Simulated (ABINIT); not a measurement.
# Cs2KYF6 (Fm-3m): a self-consistent loop beyond G0W0, cycle by cycle, part 2 of 2

How far does self-consistency move the gap of Cs2KYF6 (Fm-3m)?

ABINIT 10.8.3; PBEsol and many-body steps on it, plane waves. Known limits of the many-body steps: not at the basis limit; no spin-orbit coupling; coarse k mesh.

So far. Step 10 (evGW, cycle 1): Against G0W0 in ABINIT (2×2×2 mesh, 235 bands, screening to 130.6 eV, Godby-Needs plasmon pole), the gap moves by +1.225 eV. Step 13 (evGW, cycle 2): Against the cycle before, the gap moves by +0.089 eV.

**16. evGW, cycle 3**

This step: evGW on PBEsol, plane waves, norm-conserving pseudopotentials.

The input, run.abi:

```
acell 3*1.0 Angstrom
rprim 
  0.000000000000 4.722500000000 4.722500000000
  4.722500000000 0.000000000000 4.722500000000
  4.722500000000 4.722500000000 -0.000000000000
ntypat 4
znucl 19 55 39 9
natom 10
typat 1 2 2 3 4 4 4 4 4 4
xred 
  0.500000000000 0.500000000000 0.500000000000
  0.250000000000 0.250000000000 0.250000000000
  0.750000000000 0.750000000000 0.750000000000
  0.000000000000 0.000000000000 0.000000000000
  0.775000000000 0.225000000000 0.225000000000
  0.225000000000 0.775000000000 0.225000000000
  0.225000000000 0.775000000000 0.775000000000
  0.775000000000 0.225000000000 0.775000000000
  0.225000000000 0.225000000000 0.775000000000
  0.775000000000 0.775000000000 0.225000000000
pp_dirpath "pseudos"
pseudos "K.upf, Cs.upf, Y.upf, F.upf"
ecut 36
ngkpt 2 2 2
nshiftk 1
shiftk 0 0 0
kptopt 1
chksymbreak 0
istwfk *1
occopt 1
irdwfk 1
optdriver 4
nband 235
gwcalctyp 10
ecutsigx 36
symsigma 1
nkptgw 3
kptgw 
  0.0000000000 0.0000000000 0.0000000000
  0.5000000000 0.0000000000 0.0000000000
  0.5000000000 0.5000000000 0.0000000000
bdgw 
  14 58
  14 58
  14 58
ecuteps 4.8
irdscr 1
ppmodel 1
irdqps 1
indata_prefix "in"
outdata_prefix "out"
tmpdata_prefix "tmp"
```

Run with:

```
> OMP_NUM_THREADS=1 mpirun -n 4 abinit run.abi > log
```

Elapsed: 13 min, on 4 MPI ranks of Arm Neoverse V1, shared host; peak memory 6 GiB.

This step gave:

| Property | Result |
| --- | --- |
| quasiparticle gap on the points computed | 10.97 eV |
| gap of the density functional on the mesh | 6.587 eV |
| k of the valence top | 0, 0, 0 |
| k of the conduction bottom | 0, 0, 0 |
| least direct quasiparticle gap on the computed points | 10.97 eV |

Against the cycle before, the gap moves by +0.011 eV.

**17. Screening, 2×2×2 mesh, 235 bands, screening to 130.6 eV**

This step: RPA screening on PBEsol, plane waves, norm-conserving pseudopotentials.

run.abi: that of step 16 with these lines changed.

```diff
@@ -31,20 +31,13 @@
 irdwfk 1
-optdriver 4
+optdriver 3
 nband 235
+ecuteps 4.8
+inclvkb 2
+awtr 1
+symchi 1
 gwcalctyp 10
-ecutsigx 36
-symsigma 1
-nkptgw 3
-kptgw 
-  0.0000000000 0.0000000000 0.0000000000
-  0.5000000000 0.0000000000 0.0000000000
-  0.5000000000 0.5000000000 0.0000000000
-bdgw 
-  14 58
-  14 58
-  14 58
-ecuteps 4.8
-irdscr 1
-ppmodel 1
-irdqps 1
+mbpt_sciss 4.512 eV
+nqptdm 1
+qptdm 
+  0 0 0
 indata_prefix "in"
```

The job ended after 2.4 min (4 MPI ranks; peak memory 3.7 GiB; 9.6 min of CPU time).

This step gave:

```yaml
eps_infinity_with_local_fields_on_this_mesh_along_the_program_s_q_direction: 1.866
the_same_without_local_fields: 2.048
plasma_frequency: 22.88 eV
plane_waves_in_the_screening_matrix: 725
```

This screening uses the functional's bands under a rigid shift, the mean opening of the cycle before.

**18. Screening, 2×2×2 mesh, 235 bands, screening to 130.6 eV**

This step: RPA screening on PBEsol from quasiparticle energies, plane waves, norm-conserving pseudopotentials.

run.abi: that of step 17 with these lines changed.

```diff
@@ -37,7 +37,8 @@
 symchi 1
+irdqps 1
 gwcalctyp 10
-mbpt_sciss 4.512 eV
-nqptdm 1
+nqptdm 2
 qptdm 
-  0 0 0
+  0.5000000000 0.0000000000 0.0000000000
+  0.5000000000 0.5000000000 0.0000000000
 indata_prefix "in"
```

The input, mrgscr.stdin:

```
2
merged
q0_SCR
out_SCR
1
```

Run with:

```
> OMP_NUM_THREADS=1 mpirun -n 4 abinit run.abi > log; mrgscr < mrgscr.stdin
```

It took 60 s on 4 MPI ranks; peak memory 2.6 GiB; 4 min of CPU time.

Numbers from this step:

| Quantity | Value |
| --- | --- |
| plasma frequency | 22.88 eV |
| plane waves in the screening matrix | 725 |

This screening reads the quasiparticle levels of the cycle before.

**19. evGW, cycle 4**

This step: evGW on PBEsol, plane waves, norm-conserving pseudopotentials.

run.abi: that of step 18 with these lines changed.

```diff
@@ -31,14 +31,20 @@
 irdwfk 1
-optdriver 3
+optdriver 4
 nband 235
-ecuteps 4.8
-inclvkb 2
-awtr 1
-symchi 1
-irdqps 1
 gwcalctyp 10
-nqptdm 2
-qptdm 
+ecutsigx 36
+symsigma 1
+nkptgw 3
+kptgw 
+  0.0000000000 0.0000000000 0.0000000000
   0.5000000000 0.0000000000 0.0000000000
   0.5000000000 0.5000000000 0.0000000000
+bdgw 
+  14 58
+  14 58
+  14 58
+ecuteps 4.8
+irdscr 1
+ppmodel 1
+irdqps 1
 indata_prefix "in"
```

Run with:

```
> OMP_NUM_THREADS=1 mpirun -n 4 abinit run.abi > log
```

It took 13 min on 4 MPI ranks; peak memory 6 GiB.

Numbers from this step:

```
quasiparticle gap on the points computed              : 10.97 eV
gap of the density functional on the mesh             : 6.587 eV
k of the valence top                                  : 0, 0, 0
k of the conduction bottom                            : 0, 0, 0
least direct quasiparticle gap on the computed points : 10.97 eV
```

Against the cycle before, the gap moves by +0.001 eV.

**20. Side by side**

Times are wall times on 4 MPI ranks of Arm Neoverse V1, shared host, good to a factor of about two. A run's time includes the screening step that it read.

| run | mesh | bands | screening cutoff (eV) | DFT gap (eV) | gap on the mesh (eV) | direct (eV) | ε∞ used | time |
| --- | --- | --- | --- | --- | --- | --- | --- | --- |
| G0W0 | 2×2×2 | 235 | 130.6 | 6.587 | 9.649 | 9.649 | 2.13 | 4.6 min |
| evGW0, cycle 1 | 2×2×2 | 235 | 130.6 | 6.587 | 10.240 | 10.240 | 2.13 | 17 min |
| evGW0, cycle 2 | 2×2×2 | 235 | 130.6 | 6.587 | 10.141 | 10.141 | 2.13 | 17 min |
| evGW0, cycle 3 | 2×2×2 | 235 | 130.6 | 6.587 | 10.139 | 10.139 | 2.13 | 17 min |
| evGW, cycle 1 | 2×2×2 | 235 | 130.6 | 6.587 | 10.874 | 10.874 | 1.90 | 17 min |
| evGW, cycle 2 | 2×2×2 | 235 | 130.6 | 6.587 | 10.963 | 10.963 | 1.87 | 17 min |
| evGW, cycle 3 | 2×2×2 | 235 | 130.6 | 6.587 | 10.974 | 10.974 | 1.87 | 16 min |
| evGW, cycle 4 | 2×2×2 | 235 | 130.6 | 6.587 | 10.975 | 10.975 | 1.87 | 17 min |

**21. Summary of results**

```yaml
g0w0: 9.649 eV
evgw0_cycle_1: 10.240 eV
evgw0_cycle_2: 10.141 eV
evgw0_cycle_3: 10.139 eV
evgw_cycle_1: 10.874 eV
evgw_cycle_2: 10.963 eV
evgw_cycle_3: 10.974 eV
evgw_cycle_4: 10.975 eV
known_limits: not at the basis limit; no spin-orbit coupling; coarse k mesh
```

Only the bands that the input lists are updated; the others, empty or deep, keep the functional's energies or take a rigid shift. The evGW loop starts from the last levels of evGW0, so its cycles and time come on top of those. evGW0 ends at 10.14 eV, +0.49 eV from G0W0, after 3 cycles that took 39 min beside the first screening; the last moved the gap by 0.002 eV. evGW ends at 10.97 eV, +1.33 eV from G0W0, after 4 cycles that took 66 min beside the first screening; the last moved the gap by 0.001 eV. The first cycle of evGW0 takes the full correction, without the factor Z, so it overshoots the one-shot value. Bands and cutoff are finite, so the gap is not at the basis limit. The miss can reach some tenths of an eV and take either sign; the mesh is an error of its own. In the G0W0 runs levels were corrected at 1 k point alone, so a gap called «on the mesh» is the least over those, and an edge elsewhere would be missed. The 2×2×2 mesh is coarse for this cell, which bears on the long-range parts of exchange and screening. In the updated screening the q = 0 part is built from Kohn-Sham bands under a rigid shift, the other q from the quasiparticle levels. The many-body steps are scalar-relativistic: spin-orbit coupling is not in them.

[Paths, hosts, dates, memory and timing lines, banners, echoed tables and standing remarks are left out of the program output.]

[Logs are printed without paths, hosts, clocks, repeated set-up lines and the standing remarks that a program may print on its own settings, such as how far it seeks lower states.]

[Runs of the session that timed out or met a known fault of the program may be left out.]

[Hosts, paths, dates, database ids (printed as entryN), source tags and the programs' standing remarks are cut or masked in the printed files.]

[G0W0 gaps are taken among the corrected bands and points alone; a level outside them can change the order at an edge.]

[Where Ansatz stands beside ABINIT at settings called matched, ABINIT's density can come from a denser mesh and the files from another edition; pairs whose starting gaps differed by over 0.03 eV were left out, so agreement reads better than it is.]
